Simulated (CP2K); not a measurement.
Two runs for the O K edge of 4-fluorocarbonylpyridine. Run A: CP2K XAS_TDP, all-electron GAPW, PBEh(45%), aug-cc-pVDZ, TDA, no relativity. Run B differs in one setting.

First lines with a strength over 0.0015. A:

```csv
atom,energy (eV),states,"strength, one atom"
O1 (bonded to C),526.87,1,0.0392
,532.23,1,0.0040
,533.19,1,0.0048
,533.93,1,0.0034
,534.57,1,0.0039
```

B:

```csv
atom,energy (eV),states,"strength, one atom"
O1 (bonded to C),531.83,1,0.0388
,537.19,1,0.0040
,538.15,1,0.0048
,538.89,1,0.0034
,539.53,1,0.0039
```

Which was it: the functional, the basis, GW2X switched on, scalar relativity switched on?

GW2X switched on. GW2X shifts an atom's lines together and keeps their spacings. Against PBEh(45%) in aug-cc-pVDZ, the leading line moves by +4.96 eV, to 531.83 eV.

[Banner, clock and machine lines of the logs are left out without a mark of their own.]

[Logs are printed without paths, hosts, clocks, repeated set-up lines and the standing remarks that a program may print on its own settings, such as how far it seeks lower states.]

[Hosts, paths, dates, database ids (printed as entryN), source tags and the programs' standing remarks are cut or masked in the printed files.]
